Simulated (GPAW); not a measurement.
Entries from a set of simulations; values are calculated unless marked as measured.

## Mg3CdS4 (ordered alloy, started on the rocksalt lattice) (Pm-3m): G0W0 with GPAW, start to end

Symmetry: Pm-3m, No. 221, cubic system. Conventional cell: a = 5.306 Å, b = 5.306 Å, c = 5.306 Å, α = 90.00°, β = 90.00°, γ = 90.00°. Nearest to Mg lie 6 S at 2.65 Å. Nearest to S lie 4 Mg at 2.65 Å and 2 Cd at 2.65 Å. Nearest to Cd lie 6 S at 2.65 Å. S has 6 Mg at 2.65 Å nearest. Farther neighbours and most contacts between anions are not listed.

```xyz
8
Lattice="5.3061 0.0000 0.0000 0.0000 5.3061 0.0000 0.0000 0.0000 5.3061" Properties=species:S:1:pos:R:3 pbc="T T T"
Mg    2.6530    0.0000    0.0000
S     0.0000    2.6530    2.6530
Mg    0.0000    2.6530    0.0000
S     2.6530    0.0000    2.6530
Mg    0.0000    0.0000    2.6530
S     2.6530    2.6530    0.0000
Cd    2.6530    2.6530    2.6530
S     0.0000    0.0000    0.0000
```

```
method               : DFT, PBE, plane waves, PAW (and 1 further level or step)
program              : GPAW 26.7.0
settings of one run  : cutoff 450 eV, GPAW PAW setups 1.2.1 data release, 2×2×2 k-mesh, nbands 187
cost                 : 3 runs, 2 min in all on 4 MPI ranks of Arm Neoverse V1, shared host (the runs of this entry)
notes                : The structure was built from a prototype and need not be the compound’s stable phase. The structure was relaxed with PBE. The structure type comes from a generator and need not be one that this composition takes. Limits: no spin-orbit coupling. Bands and cutoff are finite, so the gap is not at the basis limit. The miss can reach some tenths of an eV and take either sign; the mesh is an error of its own. The 2×2×2 mesh is coarse for this cell, which bears on the long-range parts of exchange and screening.
PBE gap              : 0.49 eV, indirect
G0W0 gap on the mesh : 1.45 eV
GW settings          : 2×2×2 mesh, 177 bands, screening to 65 eV, Godby-Needs plasmon pole
known limits         : not at the basis limit; no spin-orbit coupling; coarse k mesh
```

G0W0 moves the gap on the mesh from 0.49 eV to 1.45 eV (+0.96 eV), with Z of 0.79 and 0.81 at the edges. Only 2 of the mesh's irreducible points were corrected, so a valley elsewhere could overtake.

### Mg3CdS4 (ordered alloy, started on the rocksalt lattice) (Pm-3m): G0W0 with GPAW, start to end

It takes space group Pm-3m (No. 221, cubic). The conventional cell has a = 5.306 Å, b = 5.306 Å, c = 5.306 Å, α = 90.00°, β = 90.00°, γ = 90.00°. Mg has 6 S at 2.65 Å nearest. Nearest to S lie 2 Cd at 2.65 Å and 4 Mg at 2.65 Å. Nearest to Cd lie 6 S at 2.65 Å. Nearest to S lie 6 Mg at 2.65 Å. Farther neighbours and most contacts between anions are not listed.

```
method               : DFT, PBE, plane waves, PAW (and 1 further level or step)
program              : GPAW 26.7.0
settings of one run  : cutoff 550 eV, GPAW PAW setups 1.2.1 data release, 4×4×4 k-mesh
cost                 : 4 runs, 3.3 min in all on 4 MPI ranks of Arm Neoverse V1, shared host (the runs of this entry)
notes                : The structure was built from a prototype and need not be the compound’s stable phase. The start is a generated structure, not a measured one. The structure type comes from a generator and need not be one that this composition takes. Limits: no spin-orbit coupling. Bands and cutoff are finite, so the gap is not at the basis limit. The miss can reach some tenths of an eV and take either sign; the mesh is an error of its own. The 2×2×2 mesh is coarse for this cell, which bears on the long-range parts of exchange and screening.
PBE gap              : 0.49 eV, indirect
G0W0 gap on the mesh : 1.37 eV
GW settings          : 2×2×2 mesh, 233 bands, screening to 78 eV, Godby-Needs plasmon pole
known limits         : not at the basis limit; no spin-orbit coupling; coarse k mesh
```

G0W0 moves the gap on the mesh from 0.49 eV to 1.37 eV (+0.88 eV), with Z of 0.78 and 0.81 at the edges. Only 2 of the mesh's irreducible points were corrected, so a valley elsewhere could overtake.

[Paths, hosts, dates, memory and timing lines, banners, echoed tables and standing remarks are left out of the program output.]

[Logs are printed without paths, hosts, clocks, repeated set-up lines and the standing remarks that a program may print on its own settings, such as how far it seeks lower states.]

[Runs of the session that timed out or met a known fault of the program may be left out.]

[Hosts, paths, dates, database ids (printed as entryN), source tags and the programs' standing remarks are cut or masked in the printed files.]
